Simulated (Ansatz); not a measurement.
# How fast states decay through InGaAg2Te2S2

Aim: relax a made-up compound, InGaAg2Te2S2, and see how good a tunnel barrier it would be. It is built by putting S for Se in the InGaAg2Te2Se2 structure of space group C2, with the volume rescaled by atomic radii. The parent structure comes from the Materials Project.

Main program and level: Ansatz 0.2.0; r2SCAN DFT, plane waves, PAW files, in the first sound run; inputs show where later runs differ.

The structure was built from a prototype and need not be the compound's stable phase.

## Step 1: Starting point

Symmetry: C2, No. 5, monoclinic system. Conventional cell: a = 8.807 Å, b = 11.944 Å, c = 6.207 Å, α = 90.00°, β = 134.75°, γ = 90.00°. In has 2 S at 2.62 Å and 2 Te at 2.79 Å nearest. Ga has 2 S at 2.45 Å and 2 Te at 2.62 Å nearest. Nearest to Ag lie 2 Te at 2.72 Å and 2 S at 2.72 Å. Ag has 2 S at 2.69 Å and 2 Te at 2.72 Å nearest. Te has 1 Ga at 2.62 Å and 2 Ag at 2.72 Å and 1 In at 2.79 Å nearest. S has 1 Ga at 2.45 Å and 1 In at 2.62 Å and 2 Ag at 2.69 to 2.72 Å nearest. It derives from InGaAg2Te2Se2. S for Se in the InGaAg2Te2Se2 structure of space group C2. Farther neighbours and most contacts between anions are not listed.

## Step 2: Relaxing the new crystal

The substituted atoms don't fit the parent's cell, so cell and atoms relax together. A small smearing keeps the run stable in case the gap closes on the way.

input.yaml reads:

```yaml
crystal:
  lattice:
    - [4.4033345221, -5.9719799149, 0.0]
    - [4.4033345221, 5.9719799149, 0.0]
    - [-4.3700043876, 0.0, 4.4083566636]
  atoms:
    - { symbol: In, position: [0.509179, 0.490821, 0.5] }
    - { symbol: Ga, position: [0.740635, 0.259365, 0.0] }
    - { symbol: Ag, position: [0.2457365, 0.7542635, 0.0] }
    - { symbol: Ag, position: [0.004941, 0.995059, 0.5] }
    - { symbol: Te, position: [0.107317, 0.368881, 0.994746] }
    - { symbol: Te, position: [0.631119, 0.892683, 0.005254] }
    - { symbol: S, position: [0.861913, 0.600836, 0.468039] }
    - { symbol: S, position: [0.399164, 0.138087, 0.531961] }
kpoints:
  mp_grid: { grid: [4, 4, 6] }
scf:
  occupations: { method: gaussian, width: 0.03 }
hamiltonian:
  xc: r2scan
output:
  forces: true
  stress: true
relax:
  f_tol: 0.02
  max_steps: 60
  cell: {}
```

Started as:

```sh
> ansatz run input.yaml --threads 2 --pin off --max-ram 4096MiB --backend cpu --events-out ev --progress --plain --runs-dir out
```

Numbers of over 12 decimals in the logs are rounded to 6 here.

Log:

```text
Engine: ansatz 0.2.0, aarch64-unknown-linux-gnu
Pseudopotentials: kind: paw
Pseudopotential: In, paw, valence charge 13, recommended cutoff 500 eV (meta_gga), In.paw.azcp
Pseudopotential: Ga, paw, valence charge 13, recommended cutoff 500 eV (meta_gga), Ga.paw.azcp
Pseudopotential: Ag, paw, valence charge 19, recommended cutoff 500 eV (meta_gga), Ag.paw.azcp
Pseudopotential: Te, paw, valence charge 16, recommended cutoff 500 eV (meta_gga), Te.paw.azcp
Pseudopotential: S, paw, valence charge 6, recommended cutoff 500 eV (meta_gga), S.paw.azcp
Functional definition: r2SCAN
  parameter k0 = 0.174
  parameter k1 = 0.065
  parameter a1 = 4.9479
  exchange = r2scan_x(k0 = k0, k1 = k1, a1 = a1)
  correlation = r2scan_c
Crystal: 8 atoms, lattice volume = 231.850 Å³
Basis set: ecut = 500 eV, 5913 PW (Γ), exchange–correlation on 240×240×192 points (64 copies of the dense FFT grid, shifted against one another)
Bands: 65, of which v1, the nominal top of the filled ones, is band 54 counted from 1 (53 counted from 0)
Symmetry: 2 space group operations
Space group: C2 (ITA 5), of the structure as read, at distance tolerance 6.1e-5 Å
k-points: 34 of 96 (time reversal used)
Non-local potential: In, projectors of the file, l = 0: 2, l = 1: 2, l = 2: 2, l = 3: 2
Non-local potential: Ga, projectors of the file, l = 0: 2, l = 1: 2, l = 2: 3, l = 3: 1
Non-local potential: Ag, projectors of the file, l = 0: 3, l = 1: 2, l = 2: 2, l = 3: 1
Non-local potential: Te, projectors of the file, l = 0: 2, l = 1: 2, l = 2: 2, l = 3: 2
Non-local potential: S, projectors of the file, l = 0: 2, l = 1: 2, l = 2: 2
PAW form: soft (Blöchl's): semilocal exchange-correlation on the pseudo side does not see the compensation charge
PAW frozen core: In, regenerated for the run's functional (the file was generated under x = pbe(κ = 0.804, μ = 0.219515), c = pbe(β = 0.066725))
PAW frozen core: Ga, regenerated for the run's functional (the file was generated under x = pbe(κ = 0.804, μ = 0.219515), c = pbe(β = 0.066725))
PAW frozen core: Ag, regenerated for the run's functional (the file was generated under x = pbe(κ = 0.804, μ = 0.219515), c = pbe(β = 0.066725))
PAW frozen core: Te, regenerated for the run's functional (the file was generated under x = pbe(κ = 0.804, μ = 0.219515), c = pbe(β = 0.066725))
PAW frozen core: S, regenerated for the run's functional (the file was generated under x = pbe(κ = 0.804, μ = 0.219515), c = pbe(β = 0.066725))
PAW one-centre angular grid: In, 590 points (default); XC on 289 of its mesh's 2783 points in the sphere
PAW one-centre angular grid: Ga, 590 points (default); XC on 160 Gauss nodes
PAW one-centre angular grid: Ag, 590 points (default); XC on 160 Gauss nodes
PAW one-centre angular grid: Te, 590 points (default); XC on 160 Gauss nodes
PAW one-centre angular grid: S, 302 points (default); XC on 160 Gauss nodes
Initial density: superposition of atomic densities (neutral atoms: chi_scale 0, normalization atom), corrected by the library's trained network
Initial wavefunctions: pseudopotential atomic-orbital guess
Functional: x = r2scan, c = r2scan; τ floored in thin density (d = 2e-4 eV/Å³)
SCF iter   1: F=—  HF=-40414.505783 eV  |F-HF|=—  |Δ(HF+E_count)|=         —  Δρ=7.07e-3  dr2=9.00e-2  dr2_τ=1.79e-2  ethr=1.77e-3  ⟨swp⟩=6.0  Hψ=8356  notcnv=0  defer=23
preconditioner: auto → Resta (q_TF=auto, 2.402 Å⁻¹)  ε∞=4.0  [insulator: Δε(μ)=0.689 eV  Ē_g=11.978 eV  σ=0.030 eV  W_gap=1.00  n_scr=60 (ndim 8)  ℏωp=20.7 eV  f_vac=0.125  D(μ)=0.00/eV (n_scr^D=0)  ε∞_Penn≈4.0]
SCF iter   2: F=—  HF=-40414.513328 eV  |F-HF|=—  |Δ(HF+E_count)|=   7.55e-3  Δρ=3.08e-3  dr2=1.12e-2  dr2_τ=1.68e-3  ethr=8.33e-5  ⟨swp⟩=2.9  Hψ=4050  notcnv=0  defer=175
SCF iter   3: F=—  HF=-40414.514312 eV  |F-HF|=—  |Δ(HF+E_count)|=   9.84e-4  Δρ=1.50e-3  dr2=3.13e-3  dr2_τ=1.02e-4  ethr=1.03e-5  ⟨swp⟩=3.0  Hψ=3522  notcnv=0  defer=107
automatic band count: iteration 3 solves 63 bands in place of 65: the levels show a gap, and the empty bands left out lie too high to hold charge; the band table lists the bands solved (type scf.n_extra_bands for more)
SCF iter   4: F=—  HF=-40414.514756 eV  |F-HF|=—  |Δ(HF+E_count)|=   4.44e-4  Δρ=2.41e-4  dr2=1.52e-4  dr2_τ=6.64e-6  ethr=2.89e-6  ⟨swp⟩=2.1  Hψ=3248  notcnv=0  defer=107
SCF iter   5: F=—  HF=-40414.514782 eV  |F-HF|=—  |Δ(HF+E_count)|=   2.57e-5  Δρ=1.05e-4  dr2=4.03e-5  dr2_τ=1.10e-6  ethr=1.41e-7  ⟨swp⟩=2.0  Hψ=3257  notcnv=0  defer=107
SCF iter   6: F=—  HF=-40414.514716 eV  |F-HF|=—  |Δ(HF+E_count)|=   6.57e-5  Δρ=4.44e-5  dr2=6.42e-6  dr2_τ=1.90e-7  ethr=3.73e-8  ⟨swp⟩=2.0  Hψ=3259  notcnv=0  defer=107
SCF iter   7: F=—  HF=-40414.514718 eV  |F-HF|=—  |Δ(HF+E_count)|=   2.25e-6  Δρ=1.15e-5  dr2=4.91e-7  dr2_τ=1.66e-8  ethr=5.94e-9  ⟨swp⟩=2.0  Hψ=3160  notcnv=0  defer=107
SCF iter   8: F=-40414.514718 eV  HF=-40414.514718 eV  |F-HF|=9.73e-9  |Δ(HF+E_count)|=   2.57e-7  Δρ=3.35e-6  dr2=3.26e-8  dr2_τ=1.34e-9  ethr=9.26e-11  ⟨swp⟩=5.0  Hψ=7980  notcnv=0
SCF 1 converged in 8 iterations: F = -40414.514718 eV  dr2 = 3.26e-8
  greatest PAW one-centre occupation: 1.001 electrons in one spin orbital (limit 2), on the Ag atom at site 2 (counted from 0), in its partial waves of l = 1
relax step   1: F+E_penalty+E_count = -40414.51471834 eV  Δ(F+E_penalty+E_count) = +0.000e0 eV  max|allowed force component| = 7.963e-1 eV/Å  Δτ_max = 0.0000 Å  P = -2.244 GPa  Ω = 231.850 Å³  (8 SCF iters, dr2 threshold 1.00e-7 eV, accepted)
Crystal: 8 atoms, lattice volume = 220.262 Å³
Basis set: ecut = 500 eV, 5597 PW (Γ), exchange–correlation on 240×240×192 points (64 copies of the dense FFT grid, shifted against one another)
Initial density: handed on by an earlier stage of this run
Initial wavefunctions: those handed on with the density
iter 1 solved again at ethr=8.52e-5 eV; its pass at ethr=3.10e-3 eV (dr2=9.21e-2 eV) is discarded
SCF iter   1: F=—  HF=-40414.325526 eV  |F-HF|=—  |Δ(HF+E_count)|=         —  Δρ=7.78e-3  dr2=9.77e-2  dr2_τ=9.68e0  ethr=8.52e-5  ⟨swp⟩=2.6  Hψ=9925  notcnv=0
automatic band count: iteration 1 solves 62 bands in place of 65: the levels show a gap, and the empty bands left out lie too high to hold charge; the band table lists the bands solved (type scf.n_extra_bands for more)
preconditioner: auto → Resta (q_TF=auto, 2.423 Å⁻¹)  ε∞=4.4  [insulator: Δε(μ)=0.725 eV  Ē_g=11.476 eV  σ=0.030 eV  W_gap=1.00  n_scr=60 (ndim 8)  ℏωp=21.2 eV  f_vac=0.095  D(μ)=0.00/eV (n_scr^D=0)  ε∞_Penn≈4.4]
SCF iter   2: F=—  HF=-40414.768506 eV  |F-HF|=—  |Δ(HF+E_count)|=   4.43e-1  Δρ=3.65e-3  dr2=2.52e-2  dr2_τ=3.31e-3  ethr=8.52e-5  ⟨swp⟩=4.9  Hψ=5413  notcnv=0
[...]
preconditioner: auto → Resta (q_TF=auto, 2.425 Å⁻¹)  ε∞=4.4  [insulator: Δε(μ)=0.888 eV  Ē_g=11.521 eV  σ=0.030 eV  W_gap=1.00  n_scr=60 (ndim 8)  ℏωp=21.3 eV  f_vac=0.097  D(μ)=0.00/eV (n_scr^D=0)  ε∞_Penn≈4.4]
SCF iter   2: F=—  HF=-40414.802488 eV  |F-HF|=—  |Δ(HF+E_count)|=   3.04e-1  Δρ=1.30e-3  dr2=2.08e-3  dr2_τ=2.99e-4  ethr=2.00e-5  ⟨swp⟩=3.3  Hψ=4787  notcnv=0
SCF iter   3: F=—  HF=-40414.802919 eV  |F-HF|=—  |Δ(HF+E_count)|=   4.30e-4  Δρ=6.94e-4  dr2=6.97e-4  dr2_τ=2.83e-5  ethr=1.93e-6  ⟨swp⟩=2.3  Hψ=3551  notcnv=0
SCF iter   4: F=—  HF=-40414.803123 eV  |F-HF|=—  |Δ(HF+E_count)|=   2.04e-4  Δρ=1.16e-4  dr2=3.46e-5  dr2_τ=1.68e-6  ethr=6.45e-7  ⟨swp⟩=2.0  Hψ=3005  notcnv=0
SCF iter   5: F=—  HF=-40414.803134 eV  |F-HF|=—  |Δ(HF+E_count)|=   1.12e-5  Δρ=6.09e-5  dr2=7.52e-6  dr2_τ=3.07e-7  ethr=3.20e-8  ⟨swp⟩=2.0  Hψ=3860  notcnv=0
SCF iter   6: F=—  HF=-40414.803132 eV  |F-HF|=—  |Δ(HF+E_count)|=   1.89e-6  Δρ=2.15e-5  dr2=9.62e-7  dr2_τ=2.89e-8  ethr=6.96e-9  ⟨swp⟩=2.0  Hψ=3398  notcnv=0
SCF iter   7: F=-40414.803133 eV  HF=-40414.803133 eV  |F-HF|=9.54e-8  |Δ(HF+E_count)|=   7.45e-7  Δρ=9.89e-6  dr2=2.08e-7  dr2_τ=1.29e-8  ethr=7.41e-10  ⟨swp⟩=4.8  Hψ=8188  notcnv=0
SCF 3 converged in 7 iterations: F = -40414.803133 eV  dr2 = 2.08e-7
relax step   3: F+E_penalty+E_count = -40414.80313290 eV  Δ(F+E_penalty+E_count) = -3.231e-2 eV  max|allowed force component| = 3.788e-1 eV/Å  Δτ_max = 0.0444 Å  P = +0.314 GPa  Ω = 218.870 Å³  energy of the carried Pulay correction = +2.481e-3 eV  (7 SCF iters, dr2 threshold 8.00e-7 eV, accepted)
[...]
relax step   4: F+E_penalty+E_count = -40414.82658641 eV  Δ(F+E_penalty+E_count) = -2.345e-2 eV  max|allowed force component| = 8.712e-2 eV/Å  Δτ_max = 0.0698 Å  P = +0.032 GPa  Ω = 218.921 Å³  energy of the carried Pulay correction = +2.471e-3 eV  (6 SCF iters, dr2 threshold 8.00e-7 eV, accepted)
[...]
relax step   5: F+E_penalty+E_count = -40414.82912539 eV  Δ(F+E_penalty+E_count) = -2.539e-3 eV  max|allowed force component| = 3.212e-2 eV/Å  Δτ_max = 0.0249 Å  P = +0.022 GPa  Ω = 218.819 Å³  energy of the carried Pulay correction = +2.491e-3 eV  (5 SCF iters, dr2 threshold 4.74e-7 eV, accepted)
[...]
relax step   6: F+E_penalty+E_count = -40414.82964901 eV  Δ(F+E_penalty+E_count) = -5.236e-4 eV  max|allowed force component| = 1.941e-2 eV/Å  Δτ_max = 0.0105 Å  P = -0.012 GPa  Ω = 218.942 Å³  energy of the carried Pulay correction = +2.467e-3 eV  (6 SCF iters, dr2 threshold 6.45e-8 eV, accepted)
Basis set: ecut = 500 eV, 5533 PW (Γ), exchange–correlation on 216×216×180 points (64 copies of the dense FFT grid, shifted against one another)
Initial wavefunctions: pseudopotential atomic-orbital guess (no wavefunctions were taken with the density)
iter 1 solved again at ethr=2.97e-7 eV; its pass at ethr=3.10e-3 eV (dr2=3.21e-4 eV) is discarded
SCF iter   1: F=—  HF=-40414.827714 eV  |F-HF|=—  |Δ(HF+E_count)|=         —  Δρ=7.56e-5  dr2=1.87e-6  dr2_τ=1.33e-5  ethr=2.97e-7  ⟨swp⟩=4.0  Hψ=14604  notcnv=0
preconditioner: auto → Resta (q_TF=auto, 2.425 Å⁻¹)  ε∞=4.1  [insulator: Δε(μ)=0.868 eV  Ē_g=12.100 eV  σ=0.030 eV  W_gap=1.00  n_scr=60 (ndim 8)  ℏωp=21.3 eV  f_vac=0.095  D(μ)=0.00/eV (n_scr^D=0)  ε∞_Penn≈4.1]
SCF iter   2: F=—  HF=-40414.827729 eV  |F-HF|=—  |Δ(HF+E_count)|=   1.56e-5  Δρ=4.16e-5  dr2=8.00e-7  dr2_τ=4.34e-7  ethr=1.74e-9  ⟨swp⟩=2.0  Hψ=4046  notcnv=0
SCF iter   3: F=—  HF=-40414.827731 eV  |F-HF|=—  |Δ(HF+E_count)|=   1.58e-6  Δρ=8.19e-6  dr2=3.67e-8  dr2_τ=2.24e-8  ethr=7.41e-10  ⟨swp⟩=2.0  Hψ=3427  notcnv=0
SCF iter   4: F=—  HF=-40414.827731 eV  |F-HF|=—  |Δ(HF+E_count)|=   8.82e-9  Δρ=1.58e-6  dr2=4.21e-9  dr2_τ=2.75e-10  ethr=3.40e-11  ⟨swp⟩=2.0  Hψ=3892  notcnv=0
SCF iter   5: F=—  HF=-40414.827731 eV  |F-HF|=—  |Δ(HF+E_count)|=   1.54e-9  Δρ=5.87e-7  dr2=4.81e-10  dr2_τ=6.18e-11  ethr=3.90e-12  ⟨swp⟩=2.0  Hψ=3434  notcnv=0
SCF iter   6: F=—  HF=-40414.827731 eV  |F-HF|=—  |Δ(HF+E_count)|=  2.76e-10  Δρ=2.44e-7  dr2=1.02e-10  dr2_τ=6.87e-12  ethr=1.00e-12  ⟨swp⟩=5.0  Hψ=8530  notcnv=0
SCF iter   7: F=-40414.827731 eV  HF=-40414.827731 eV  |F-HF|=0.00e0  |Δ(HF+E_count)|=  5.82e-11  Δρ=1.12e-7  dr2=2.77e-11  dr2_τ=1.56e-12  ethr=1.00e-12  ⟨swp⟩=4.0  Hψ=7207  notcnv=0
SCF 7 converged in 7 iterations: F = -40414.827731 eV  dr2 = 2.77e-11
relax step   7: F+E_penalty+E_count = -40414.82773100 eV  Δ(F+E_penalty+E_count) = +1.918e-3 eV  max|allowed force component| = 1.938e-2 eV/Å  Δτ_max = 0.0000 Å  P = -0.021 GPa  Ω = 218.942 Å³  stress off target by 3.67e-2 GPa  SCF on the basis re-selected at this cell (its energy is not comparable with the rows above)  (7 SCF iters)
basis re-selected at this cell: Δ(F+E_penalty+E_count) = +1.918e-3 eV, ΔP = -0.009 GPa vs the last step (what re-selecting the basis moved, of the pressure what is left beyond the Pulay correction that the steps carried, after the strain that the cell walked since its last selection, with what the two solves' SCF thresholds leave and, on support functions, any second-order correction that the steps lacked; it is no measure of the basis error at this ecutwfc). The dense FFT grid was sized anew with the basis: this SCF ran on 54×54×45 points, the steps before it on 60×60×48, so part of this shift can come from that change (see relax.cell in the input reference). [rest of the remark cut]
SCF converged after 7 iterations
Free energy (F): -40414.827731 eV
Harris-Foulkes:  -40414.827731 eV  (|F-HF|=0.00e0)
Internal energy: -40414.827731 eV  (E = F + TS)
E sigma→0 (E₀):  -40414.827731 eV
Fermi energy:    7.593257 eV
--- Per-component energies (eV) ---
  E_band       = -1547.535030
  E_kinetic    = 1986.470605
  E_local      = -13386.648100  (includes V_loc(G=0)·N_el)
  E_nonlocal   = 400.184262
  E_hartree    = 6438.985422
  E_xc         = -1029.471422
  E_vxc        = -1098.179771  (∫ρ·V_xc dr)
  E_paw        = -24632.972055  (= ΣΔE_a)
  E_vpaw       = -2397.989395  (= ΣTr[D̂ρ^β])
  E_aug_tail   = 0.000011  (compensation charges beyond the density's cutoff)
  E_vtau       = 70.656155  (kinetic-family band-sum trace: ∫τ·v_τ [+ j·A + Jᵃ·Aᵃ] dr)
  E_ewald      = -10191.020486
  E_core_change = -0.355968  (= ΣΔE_core)
  E_smearing   = -0.000000  (= −TS)
  E_closure    = -0.000000  (closes the sum)
  Σ components = -40414.827731   (vs F -40414.827731, Δ=0.00e0)
--- Forces (eV/Å), atoms counted from 1 ---
  atom   1  In    -0.00000000    -0.00350878    -0.00000000
  atom   2  Ga     0.00000000    -0.00199246     0.00000000
  atom   3  Ag     0.00000000     0.00268930     0.00000000
  atom   4  Ag    -0.00000000    -0.01938156    -0.00000000
  atom   5  Te     0.00490421     0.00489879     0.00109689
  atom   6  Te    -0.00490421     0.00489879    -0.00109689
  atom   7  S      0.00678736     0.00619805     0.01621848
  atom   8  S     -0.00678736     0.00619805    -0.01621848
  max |Σ_I F_I| component: 1.79e-7 eV/Å
--- Stress (GPa, compression-positive) ---
       -0.006830      -0.000000      -0.006917
       -0.000000      -0.036655       0.000000
       -0.006917       0.000000      -0.019543
  P = ⅓ Tr σ = -0.0210 GPa (-0.210 kbar)
--- Relaxed structure (6 steps of the walk, 6 accepted, 1 SCFs on fresh bases) ---
  F+E_penalty+E_count = -40414.82773100 eV   max|allowed force component| = 1.938e-2 eV/Å   (the final SCF, on the basis selected at the relaxed cell)
  cell:  # Å, volume = 218.9421 Å³
    - [4.350428, -5.807292, 0.098208]
    - [4.350428, 5.807292, 0.098208]
    - [-4.219178, 2.4907282862744543e-18, 4.237805]
  atoms:
    - { symbol: In, position: [0.506351, 0.493649, 0.5] }
    - { symbol: Ga, position: [0.739182, 0.260818, 0.0] }
    - { symbol: Ag, position: [0.224529, 0.775471, 0.0] }
    - { symbol: Ag, position: [0.032233, 0.967767, 0.5] }
    - { symbol: Te, position: [0.103215, 0.365341, 0.978691] }
    - { symbol: Te, position: [0.634659, 0.896785, 0.021309] }
    - { symbol: S, position: [0.841874, 0.582039, 0.447065] }
    - { symbol: S, position: [0.417961, 0.158126, 0.552935] }
```

The job ended after 5.1 min (2 threads of Arm Neoverse V2, shared host; peak memory 1.4 GiB).

Relaxation path:

| step | energy less that of the first step (eV) | largest force component (eV/Å) | pressure (GPa) | volume (Å³) |
| --- | --- | --- | --- | --- |
| 1 | 0.0000 | 0.7963 | -2.24 | 231.85 |
| 2 | -0.2561 | 0.6057 | 0.06 | 220.26 |
| 3 | -0.2884 | 0.3788 | 0.31 | 218.87 |
| 4 | -0.3119 | 0.0871 | 0.03 | 218.92 |
| 5 | -0.3144 | 0.0321 | 0.02 | 218.82 |
| 6 | -0.3149 | 0.0194 | -0.01 | 218.94 |
| 7* | -0.3130 | 0.0194 | -0.02 | 218.94 |

Relaxation steps marked * repeat the geometry before them on a plane-wave basis chosen anew for their cell, so energy and pressure can jump there.

Forces are held to the 2 operations that the run works with; a distortion that breaks them can't arise in this run.

```
     cell as run  before   after  change
           a (Å)   7.420   7.257  -2.2 %
           b (Å)   7.420   7.257  -2.2 %
           c (Å)   6.207   5.980  -3.7 %
           α (°)  114.70  114.42  -0.2 %
           β (°)  114.70  114.42  -0.2 %
           γ (°)  107.19  106.31  -0.8 %
volume (Å³/atom)   28.98   27.37  -5.6 %
```

The atoms that moved most (Å, as changes of fractional coordinates times the final cell):

```
atom      dx      dy      dz  length
 Ag4   0.000  -0.317   0.000   0.317
 Ag3   0.000   0.246   0.000   0.246
  S8   0.080   0.007   0.093   0.123
  S7  -0.080   0.007  -0.093   0.123
 Te5   0.034   0.003  -0.069   0.077
 Te6  -0.034   0.003   0.069   0.077
 In1   0.000   0.033   0.000   0.033
 Ga2   0.000   0.017   0.000   0.017
```

Numbers from this step:

```yaml
free_energy: -40414.8277 eV
fermi_energy: 7.593 eV
pressure: -0.02101 GPa
```

The largest force component on a free atom ends at 0.019 eV/Å.

(Continued in part 2 of 3.)

[Logs are printed without paths, hosts, clocks, repeated set-up lines and the standing remarks that a program may print on its own settings, such as how far it seeks lower states.]

[Hosts, paths, dates, database ids (printed as entryN), source tags and the programs' standing remarks are cut or masked in the printed files.]
